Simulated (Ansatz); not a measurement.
## Squeezing and shearing glassy 76SiO2-24MgO (mol %) (94 atoms)

Aim: relax glassy 76SiO2-24MgO (mol %) (94 atoms), then change its volume and shape to read moduli from the stress.

Main program and level: Ansatz 0.2.0; Kohn-Sham DFT, revPBE, PAW (set soft_2), plane waves.

## (1) Set-up

The cell holds 94 atoms: 26 Si, 8 Mg and 60 O. Its edges and angles: a = 10.793 Å, b = 10.793 Å, c = 10.793 Å, α = 90.0°, β = 90.0°, γ = 90.0°. 94 atoms (26 Si, 8 Mg, 60 O) placed at random at 2.34 g/cm³, melted at 4000 K for 10 ps at fixed volume with the Morse and Coulomb pair potential with partial charges (Pedone, Malavasi, Menziani, Cormack and Segre, J. Phys. Chem. B 110, 11780 (2006)). Quenched from 4000 K to 300 K at 50 K/ps and fixed volume, held 10 ps at zero pressure.

What the set-up can't give: The quench rate of 50 K/ps is many orders above laboratory rates, so the cell is likely richer in defects and strain than a real sample. The starting topology of bonds comes from the classical model, and needn't be the one that DFT or experiment would give. The Brillouin zone is sampled at Γ only.

## (2) Single point at the start

A single point comes first, to see the forces before anything moves.

File input.yaml:

```yaml
crystal:
  lattice:
    - [10.79285, 0.0, 0.0]
    - [0.0, 10.79285, 0.0]
    - [0.0, 0.0, 10.79285]
  atoms:
    - { symbol: Si, position: [0.38818, 0.31951, 0.76094] }
    - { symbol: Si, position: [0.1954, 0.4556, 0.92068] }
    - { symbol: Si, position: [0.16508, 0.11978, 0.77826] }
    - { symbol: Si, position: [0.11286, 0.99338, 0.29121] }
    - { symbol: Si, position: [0.04081, 0.45458, 0.66265] }
    - { symbol: Si, position: [0.87591, 0.18505, 0.83848] }
    - { symbol: Si, position: [0.73254, 0.96965, 0.7749] }
    - { symbol: Si, position: [0.7998, 0.25078, 0.22729] }
    - { symbol: Si, position: [0.06751, 0.34681, 0.16907] }
    - { symbol: Si, position: [0.68176, 0.32538, 0.47582] }
    - { symbol: Si, position: [0.66968, 0.35156, 0.75813] }
    - { symbol: Si, position: [0.30771, 0.28256, 0.31369] }
    - { symbol: Si, position: [0.69582, 0.98962, 0.30051] }
    - { symbol: Si, position: [0.53881, 0.33655, 0.1247] }
    - { symbol: Si, position: [0.1543, 0.85027, 0.65932] }
    - { symbol: Si, position: [0.30063, 0.47794, 0.53017] }
    - { symbol: Si, position: [0.01616, 0.61534, 0.28943] }
    - { symbol: Si, position: [0.22553, 0.98034, 0.03182] }
    - { symbol: Si, position: [0.60533, 0.6399, 0.80494] }
    - { symbol: Si, position: [0.85542, 0.76728, 0.89316] }
    - { symbol: Si, position: [0.53335, 0.62906, 0.07706] }
    - { symbol: Si, position: [0.77949, 0.74884, 0.16206] }
    - { symbol: Si, position: [0.93467, 0.68629, 0.55974] }
    - { symbol: Si, position: [0.13882, 0.72586, 0.90858] }
    - { symbol: Si, position: [0.70503, 0.84993, 0.52028] }
    - { symbol: Si, position: [0.47477, 0.09479, 0.43222] }
    - { symbol: Mg, position: [0.25391, 0.73533, 0.40525] }
    - { symbol: Mg, position: [0.88918, 0.00143, 0.10552] }
    - { symbol: Mg, position: [0.44431, 0.83688, 0.60087] }
    - { symbol: Mg, position: [0.54142, 0.60036, 0.45466] }
    - { symbol: Mg, position: [0.96546, 0.1916, 0.48203] }
    - { symbol: Mg, position: [0.49915, 0.0649, 0.95717] }
    - { symbol: Mg, position: [0.25679, 0.6999, 0.12515] }
    - { symbol: Mg, position: [0.42055, 0.9017, 0.22194] }
    - { symbol: O, position: [0.58539, 0.78916, 0.45402] }
    - { symbol: O, position: [0.54548, 0.01637, 0.31516] }
    - { symbol: O, position: [0.36912, 0.97445, 0.05506] }
    - { symbol: O, position: [0.19948, 0.06072, 0.90948] }
    - { symbol: O, position: [0.26171, 0.81584, 0.56386] }
    - { symbol: O, position: [0.35156, 0.14803, 0.37106] }
    - { symbol: O, position: [0.56926, 0.21553, 0.44918] }
    - { symbol: O, position: [0.52038, 0.47984, 0.0882] }
    - { symbol: O, position: [0.2778, 0.21222, 0.73836] }
    - { symbol: O, position: [0.03999, 0.47226, 0.24095] }
    - { symbol: O, position: [0.16892, 0.83492, 0.01727] }
    - { symbol: O, position: [0.79558, 0.27257, 0.37735] }
    - { symbol: O, position: [0.10395, 0.4423, 0.8042] }
    - { symbol: O, position: [0.85661, 0.88779, 0.81383] }
    - { symbol: O, position: [0.98958, 0.71243, 0.90146] }
    - { symbol: O, position: [0.94362, 0.56798, 0.65565] }
    - { symbol: O, position: [0.37518, 0.41036, 0.64255] }
    - { symbol: O, position: [0.19414, 0.60146, 0.96801] }
    - { symbol: O, position: [0.53003, 0.27377, 0.77594] }
    - { symbol: O, position: [0.99517, 0.63374, 0.43411] }
    - { symbol: O, position: [0.75024, 0.96593, 0.42954] }
    - { symbol: O, position: [0.42961, 0.71659, 0.15384] }
    - { symbol: O, position: [0.68044, 0.32353, 0.17162] }
    - { symbol: O, position: [0.78607, 0.10333, 0.7445] }
    - { symbol: O, position: [0.2861, 0.37028, 0.42958] }
    - { symbol: O, position: [0.23979, 0.90683, 0.31731] }
    - { symbol: O, position: [0.63154, 0.48855, 0.783] }
    - { symbol: O, position: [0.68924, 0.91187, 0.6521] }
    - { symbol: O, position: [0.71477, 0.86376, 0.2252] }
    - { symbol: O, position: [0.65014, 0.46107, 0.42985] }
    - { symbol: O, position: [0.07488, 0.08597, 0.39432] }
    - { symbol: O, position: [0.63147, 0.97259, 0.8843] }
    - { symbol: O, position: [0.83176, 0.81952, 0.03664] }
    - { symbol: O, position: [0.02255, 0.80158, 0.61198] }
    - { symbol: O, position: [0.15122, 0.04148, 0.14611] }
    - { symbol: O, position: [0.67085, 0.66123, 0.12044] }
    - { symbol: O, position: [0.43903, 0.32247, 0.24021] }
    - { symbol: O, position: [0.51548, 0.65683, 0.92951] }
    - { symbol: O, position: [0.12788, 0.38327, 0.03432] }
    - { symbol: O, position: [0.99135, 0.33587, 0.58899] }
    - { symbol: O, position: [0.80814, 0.74914, 0.52899] }
    - { symbol: O, position: [0.79471, 0.31472, 0.83698] }
    - { symbol: O, position: [0.50192, 0.22597, 0.03314] }
    - { symbol: O, position: [0.98302, 0.92574, 0.25747] }
    [... 10 atom lines left out ...]
    - { symbol: O, position: [0.70746, 0.33384, 0.61372] }
    - { symbol: O, position: [0.93775, 0.27089, 0.1808] }
    - { symbol: O, position: [0.15217, 0.99572, 0.69388] }
    - { symbol: O, position: [0.02003, 0.1775, 0.79412] }
    - { symbol: O, position: [0.14884, 0.67604, 0.25794] }
    - { symbol: O, position: [0.54571, 0.69202, 0.68663] }
kpoints:
  mp_grid: { grid: [1, 1, 1] }
hamiltonian:
  xc: revpbe
scf:
  occupations: { method: fixed }
output:
  forces: true
```

Launch:

```
$ ansatz run input.yaml --threads 4 --pin off --max-ram 8192MiB --backend cpu --events-out ev --progress --plain --runs-dir out
```

Numbers of over 12 decimals in the logs are rounded to 6 here.

Log:

```text
[...]
Pseudopotentials: kind: paw
Pseudopotential: Si, paw, valence charge 4, recommended cutoff 420 eV (normal), Si.paw.azcp
Pseudopotential: Mg, paw, valence charge 10, recommended cutoff 420 eV (normal), Mg.paw.azcp
Pseudopotential: O, paw, valence charge 6, recommended cutoff 420 eV (normal), O.paw.azcp
[...]
Crystal: 94 atoms, lattice volume = 1257.212 Å³
Basis set: ecut = 420 eV, 24573 PW (Γ), exchange–correlation on 150×150×150 points (8 copies of the dense FFT grid, shifted against one another)
Bands: 366, of which v1, the nominal top of the filled ones, is band 272 counted from 1 (271 counted from 0)
Symmetry: 1 space group operations
Space group: P1 (ITA 1), of the structure as read, at distance tolerance 1.1e-4 Å
k-points: 1
[...]
Initial density: superposition of atomic densities (neutral atoms: chi_scale 0, normalization atom), corrected by the library's trained network
Initial wavefunctions: pseudopotential atomic-orbital guess
[...]
SCF iter   1: F=—  HF=-66211.096442 eV  |F-HF|=—  |Δ(HF+E_count)|=         —  Δρ=3.72e-3  dr2=2.30e-1  ethr=1.77e-3  ⟨swp⟩=5.0  Hψ=1268  notcnv=0  defer=92
preconditioner: auto → Resta (q_TF=auto, 2.373 Å⁻¹)  ε∞=3.0  [insulator: Δε(μ)=2.684 eV  Ē_g=16.199 eV  n_scr=256 (ndim 8)  ℏωp=22.9 eV  f_vac=0.155  ε∞_Penn≈3.0]
SCF iter   2: F=—  HF=-66211.065876 eV  |F-HF|=—  |Δ(HF+E_count)|=   3.06e-2  Δρ=1.95e-3  dr2=4.43e-2  ethr=4.23e-5  ⟨swp⟩=2.0  Hψ=637  notcnv=0  defer=92
SCF iter   3: F=—  HF=-66211.069751 eV  |F-HF|=—  |Δ(HF+E_count)|=   3.88e-3  Δρ=7.40e-4  dr2=1.23e-2  ethr=8.14e-6  ⟨swp⟩=3.0  Hψ=469  notcnv=0  defer=81
automatic band count: iteration 3 solves 355 bands in place of 366: the levels show a gap, and the empty bands left out lie too high to hold charge; the band table lists the bands solved (type scf.n_extra_bands for more)
SCF iter   4: F=—  HF=-66211.071603 eV  |F-HF|=—  |Δ(HF+E_count)|=   1.85e-3  Δρ=2.70e-4  dr2=9.68e-4  ethr=2.27e-6  ⟨swp⟩=3.0  Hψ=469  notcnv=0  defer=81
SCF iter   5: F=—  HF=-66211.072152 eV  |F-HF|=—  |Δ(HF+E_count)|=   5.49e-4  Δρ=1.44e-4  dr2=2.39e-4  ethr=1.78e-7  ⟨swp⟩=2.0  Hψ=537  notcnv=0  defer=81
SCF iter   6: F=—  HF=-66211.072290 eV  |F-HF|=—  |Δ(HF+E_count)|=   1.39e-4  Δρ=4.24e-5  dr2=2.07e-5  ethr=4.39e-8  ⟨swp⟩=2.0  Hψ=483  notcnv=0  defer=81
SCF iter   7: F=—  HF=-66211.070680 eV  |F-HF|=—  |Δ(HF+E_count)|=   1.61e-3  Δρ=1.83e-5  dr2=3.83e-6  ethr=3.81e-9  ⟨swp⟩=2.0  Hψ=626  notcnv=0  defer=79
SCF iter   8: F=—  HF=-66211.070685 eV  |F-HF|=—  |Δ(HF+E_count)|=   5.04e-6  Δρ=1.03e-5  dr2=1.10e-6  ethr=7.05e-10  ⟨swp⟩=3.0  Hψ=482  notcnv=0  defer=80
SCF iter   9: F=-66211.070685 eV  HF=-66211.070685 eV  |F-HF|=9.67e-8  |Δ(HF+E_count)|=   5.77e-7  Δρ=2.57e-6  dr2=8.58e-8  ethr=1.84e-11  ⟨swp⟩=3.0  Hψ=1358  notcnv=0
SCF 1 converged in 9 iterations: F = -66211.070685 eV  dr2 = 8.58e-8
[...]
SCF converged after 9 iterations
Free energy (F): -66211.070685 eV
Harris-Foulkes:  -66211.070685 eV  (|F-HF|=9.67e-8)
Internal energy: -66211.070685 eV  (E = F + TS)
E sigma→0 (E₀):  -66211.070685 eV
Fermi energy:    4.686346 eV
--- Per-component energies (eV) ---
[...]
Σ components = -66211.070685   (vs F -66211.070685, Δ=0.00e0)
--- Forces (eV/Å), atoms counted from 1 ---
  atom   1  Si    -1.62039678     0.49922898    -0.88276114
  atom   2  Si    -1.02080984    -2.39709259    -1.04969579
  atom   3  Si    -2.10941761     0.42709356    -0.02863301
  atom   4  Si    -0.27670683    -2.23644739    -1.59375035
[...]
atom  94  O     -1.89903204     1.45651736    -2.49391202
  max |Σ_I F_I| component: 1.84e-4 eV/Å
```

The job ended after 6.1 s (4 threads of Intel Xeon 6975P-C (Granite Rapids), shared host; peak memory 1.5 GiB).

The r.m.s. force at the start is 1.3 eV/Å.

## (3) Cell and atoms relaxed

Cell and atoms are freed together, to release stress as well as forces.

File input.yaml:

```yaml
crystal:
  lattice:
    - [10.79285, 0.0, 0.0]
    - [0.0, 10.79285, 0.0]
    - [0.0, 0.0, 10.79285]
  atoms:
    [... the 94 atom lines of step 2 ...]
kpoints:
  mp_grid: { grid: [1, 1, 1] }
hamiltonian:
  xc: revpbe
scf:
  occupations: { method: fixed }
output:
  forces: true
relax:
  f_tol: 0.05
  max_steps: 150
  cell: {}
```

Log:

```text
[...]
Crystal: 94 atoms, lattice volume = 1257.212 Å³
Basis set: ecut = 420 eV, 24573 PW (Γ), exchange–correlation on 150×150×150 points (8 copies of the dense FFT grid, shifted against one another)
Bands: 366, of which v1, the nominal top of the filled ones, is band 272 counted from 1 (271 counted from 0)
Symmetry: 1 space group operations
[...]
k-points: 1
[...]
SCF iter   1: F=—  HF=-66211.096443 eV  |F-HF|=—  |Δ(HF+E_count)|=         —  Δρ=3.72e-3  dr2=2.30e-1  ethr=1.77e-3  ⟨swp⟩=5.0  Hψ=1268  notcnv=0  defer=92
[...]
SCF iter   9: F=-66211.070685 eV  HF=-66211.070685 eV  |F-HF|=9.67e-8  |Δ(HF+E_count)|=   5.77e-7  Δρ=2.57e-6  dr2=8.58e-8  ethr=1.84e-11  ⟨swp⟩=3.0  Hψ=1358  notcnv=0
SCF 1 converged in 9 iterations: F = -66211.070685 eV  dr2 = 8.58e-8
[...]
relax step   1: F+E_penalty+E_count = -66211.07068534 eV  Δ(F+E_penalty+E_count) = +0.000e0 eV  max|allowed force component| = 5.000e0 eV/Å  Δτ_max = 0.0000 Å  P = +5.855 GPa  Ω = 1257.212 Å³  (9 SCF iters, dr2 threshold 1.00e-7 eV, accepted)
[... from here on, the SCF cycles and remarks between the steps are left out ...]
relax step   2: F+E_penalty+E_count = -66215.56488243 eV  Δ(F+E_penalty+E_count) = -4.494e0 eV  max|allowed force component| = 3.294e0 eV/Å  Δτ_max = 0.1947 Å  P = +2.639 GPa  Ω = 1281.156 Å³  energy of the carried Pulay correction = -7.323e-2 eV  (8 SCF iters, dr2 threshold 9.40e-6 eV, accepted)
relax step   3: F+E_penalty+E_count = -66218.18837080 eV  Δ(F+E_penalty+E_count) = -2.623e0 eV  max|allowed force component| = 9.446e-1 eV/Å  Δτ_max = 0.1963 Å  P = -0.042 GPa  Ω = 1294.752 Å³  energy of the carried Pulay correction = -1.142e-1 eV  (8 SCF iters, dr2 threshold 9.40e-6 eV, accepted)
relax step   4: F+E_penalty+E_count = -66218.85439903 eV  Δ(F+E_penalty+E_count) = -6.660e-1 eV  max|allowed force component| = 6.716e-1 eV/Å  Δτ_max = 0.2000 Å  P = -0.085 GPa  Ω = 1291.990 Å³  energy of the carried Pulay correction = -1.059e-1 eV  (7 SCF iters, dr2 threshold 9.40e-6 eV, accepted)
relax step   5: F+E_penalty+E_count = -66219.58943726 eV  Δ(F+E_penalty+E_count) = -7.350e-1 eV  max|allowed force component| = 2.337e-1 eV/Å  Δτ_max = 0.2000 Å  P = -0.132 GPa  Ω = 1283.158 Å³  energy of the carried Pulay correction = -7.929e-2 eV  (7 SCF iters, dr2 threshold 9.40e-6 eV, accepted)
relax step   6: F+E_penalty+E_count = -66219.80453257 eV  Δ(F+E_penalty+E_count) = -2.151e-1 eV  max|allowed force component| = 1.578e-1 eV/Å  Δτ_max = 0.2000 Å  P = -0.079 GPa  Ω = 1277.393 Å³  energy of the carried Pulay correction = -6.181e-2 eV  (8 SCF iters, dr2 threshold 3.41e-6 eV, accepted)
relax step   7: F+E_penalty+E_count = -66219.85634002 eV  Δ(F+E_penalty+E_count) = -5.181e-2 eV  max|allowed force component| = 1.168e-1 eV/Å  Δτ_max = 0.2000 Å  P = -0.009 GPa  Ω = 1278.460 Å³  energy of the carried Pulay correction = -6.505e-2 eV  (8 SCF iters, dr2 threshold 1.56e-6 eV, accepted)
relax step   8: F+E_penalty+E_count = -66219.85988014 eV  Δ(F+E_penalty+E_count) = -3.540e-3 eV  max|allowed force component| = 2.291e-1 eV/Å  Δτ_max = 0.1006 Å  P = -0.018 GPa  Ω = 1279.714 Å³  energy of the carried Pulay correction = -6.886e-2 eV  (8 SCF iters, dr2 threshold 8.53e-7 eV, accepted)
relax step   9: F+E_penalty+E_count = -66219.88398480 eV  Δ(F+E_penalty+E_count) = -2.410e-2 eV  max|allowed force component| = 2.068e-1 eV/Å  Δτ_max = 0.2000 Å  P = +0.082 GPa  Ω = 1281.348 Å³  energy of the carried Pulay correction = -7.381e-2 eV  (8 SCF iters, dr2 threshold 3.28e-6 eV, accepted)
relax step  10: F+E_penalty+E_count = -66219.89440274 eV  Δ(F+E_penalty+E_count) = -1.042e-2 eV  max|allowed force component| = 2.583e-1 eV/Å  Δτ_max = 0.0507 Å  P = -0.148 GPa  Ω = 1284.006 Å³  energy of the carried Pulay correction = -8.186e-2 eV  (7 SCF iters, dr2 threshold 2.67e-6 eV, accepted)
relax step  11: F+E_penalty+E_count = -66219.92226801 eV  Δ(F+E_penalty+E_count) = -2.787e-2 eV  max|allowed force component| = 1.009e-1 eV/Å  Δτ_max = 0.1955 Å  P = +0.085 GPa  Ω = 1283.779 Å³  energy of the carried Pulay correction = -8.117e-2 eV  (7 SCF iters, dr2 threshold 4.17e-6 eV, accepted)
relax step  12: F+E_penalty+E_count = -66219.92280183 eV  Δ(F+E_penalty+E_count) = -5.338e-4 eV  max|allowed force component| = 6.374e-2 eV/Å  Δτ_max = 0.0955 Å  P = -0.068 GPa  Ω = 1289.550 Å³  energy of the carried Pulay correction = -9.858e-2 eV  (8 SCF iters, dr2 threshold 6.36e-7 eV, accepted)
relax step  13: F+E_penalty+E_count = -66219.92958545 eV  Δ(F+E_penalty+E_count) = -6.784e-3 eV  max|allowed force component| = 3.556e-2 eV/Å  Δτ_max = 0.0268 Å  P = +0.008 GPa  Ω = 1288.755 Å³  energy of the carried Pulay correction = -9.618e-2 eV  (7 SCF iters, dr2 threshold 2.54e-7 eV, accepted)
relax step  14: F+E_penalty+E_count = -66220.28675051 eV  Δ(F+E_penalty+E_count) = -3.572e-1 eV  max|allowed force component| = 3.577e-2 eV/Å  Δτ_max = 0.0000 Å  P = +0.418 GPa  Ω = 1288.755 Å³  stress off target by 1.01e0 GPa  SCF on the basis re-selected at this cell (its energy is not comparable with the rows above)  (8 SCF iters)
relax step  15: F+E_penalty+E_count = -66220.27739017 eV  Δ(F+E_penalty+E_count) = +9.360e-3 eV  max|allowed force component| = 2.379e-1 eV/Å  Δτ_max = 0.2000 Å  P = +0.001 GPa  Ω = 1301.222 Å³  energy of the carried Pulay correction = -4.042e-2 eV  (9 SCF iters, dr2 threshold 2.57e-6 eV, accepted)
relax step  16: F+E_penalty+E_count = -66220.33352002 eV  Δ(F+E_penalty+E_count) = -5.613e-2 eV  max|allowed force component| = 8.947e-2 eV/Å  Δτ_max = 0.1768 Å  P = +0.098 GPa  Ω = 1306.408 Å³  energy of the carried Pulay correction = -5.681e-2 eV  (7 SCF iters, dr2 threshold 3.54e-6 eV, accepted)
relax step  17: F+E_penalty+E_count = -66220.34028053 eV  Δ(F+E_penalty+E_count) = -6.761e-3 eV  max|allowed force component| = 2.966e-2 eV/Å  Δτ_max = 0.0517 Å  P = +0.009 GPa  Ω = 1307.683 Å³  energy of the carried Pulay correction = -6.097e-2 eV  (7 SCF iters, dr2 threshold 5.00e-7 eV, accepted)
relax step  18: F+E_penalty+E_count = -66220.40599201 eV  Δ(F+E_penalty+E_count) = -6.571e-2 eV  max|allowed force component| = 2.957e-2 eV/Å  Δτ_max = 0.0000 Å  P = +0.039 GPa  Ω = 1307.683 Å³  stress off target by 1.54e-1 GPa  SCF on the basis re-selected at this cell (its energy is not comparable with the rows above)  (7 SCF iters)
relax step  19: F+E_penalty+E_count = -66220.40462212 eV  Δ(F+E_penalty+E_count) = +1.370e-3 eV  max|allowed force component| = 1.274e-2 eV/Å  Δτ_max = 0.0204 Å  P = +0.002 GPa  Ω = 1309.078 Å³  energy of the carried Pulay correction = -4.239e-3 eV  (8 SCF iters, dr2 threshold 5.95e-8 eV, accepted)
relax step  20: F+E_penalty+E_count = -66220.40948830 eV  Δ(F+E_penalty+E_count) = -4.866e-3 eV  max|allowed force component| = 1.277e-2 eV/Å  Δτ_max = 0.0000 Å  P = +0.004 GPa  Ω = 1309.078 Å³  stress off target by 2.44e-2 GPa  SCF on the basis re-selected at this cell (its energy is not comparable with the rows above)  (5 SCF iters)
[...]
SCF converged after 5 iterations
Free energy (F): -66220.409488 eV
[...]
Internal energy: -66220.409488 eV  (E = F + TS)
E sigma→0 (E₀):  -66220.409488 eV
Fermi energy:    3.302544 eV
[...]
--- Forces (eV/Å), atoms counted from 1 ---
  atom   1  Si     0.00251645     0.00603852    -0.00506748
  atom   2  Si    -0.00091209    -0.00131607    -0.00296746
  atom   3  Si     0.00309217    -0.00648136     0.00078839
  atom   4  Si     0.00035136     0.00002364    -0.00120023
  atom   5  Si     0.00175355     0.00439130     0.00027253
  atom   6  Si    -0.00404281    -0.00830681    -0.00312194
  atom   7  Si     0.00130474     0.00545485    -0.00035619
  atom   8  Si     0.00397734    -0.00928245    -0.00397093
  atom   9  Si     0.01203422    -0.00130311     0.00412670
  atom  10  Si    -0.00137994     0.00057358     0.00158424
  atom  11  Si    -0.00000372     0.00016659     0.00005225
  atom  12  Si     0.00462048     0.00401131     0.00150892
  atom  13  Si    -0.00113626    -0.00065752     0.00758788
  atom  14  Si    -0.01071727    -0.00402085    -0.00189215
[...]
atom  93  O     -0.00379575     0.00595490     0.00102398
  atom  94  O      0.00301854    -0.00339591     0.00275227
  max |Σ_I F_I| component: 3.67e-5 eV/Å
--- Stress (GPa, compression-positive) ---
       -0.002102      -0.004158       0.008540
       -0.004157       0.009029      -0.014405
        0.008541      -0.014404       0.004699
  P = ⅓ Tr σ = 0.0039 GPa (0.039 kbar)
--- Relaxed structure (17 steps of the walk, 17 accepted, 3 SCFs on fresh bases) ---
  F+E_penalty+E_count = -66220.40948830 eV   max|allowed force component| = 1.277e-2 eV/Å   (the final SCF, on the basis selected at the relaxed cell)
  cell:  # Å, volume = 1309.0784 Å³
    - [10.274899, 0.269096, 0.042781]
    - [0.269096, 11.186817, -0.394595]
    - [0.042781, -0.394595, 11.410259]
  atoms:
    - { symbol: Si, position: [0.360085, 0.306389, 0.758458] }
    - { symbol: Si, position: [0.151210, 0.463100, 0.913093] }
    - { symbol: Si, position: [0.161898, 0.103075, 0.785308] }
    - { symbol: Si, position: [0.123988, 0.991290, 0.266977] }
[...]
- { symbol: O, position: [0.577905, 0.663005, 0.700202] }
```

Elapsed: 97 s, on 4 threads; peak memory 1.6 GiB.

The relaxation converged after 17 steps, with a largest force component of 0.013 eV/Å.

(Continued in part 2 of 3.)

[Logs are printed without paths, hosts, clocks, repeated set-up lines and the standing remarks that a program may print on its own settings, such as how far it seeks lower states.]

[Hosts, paths, dates, database ids (printed as entryN), source tags and the programs' standing remarks are cut or masked in the printed files.]
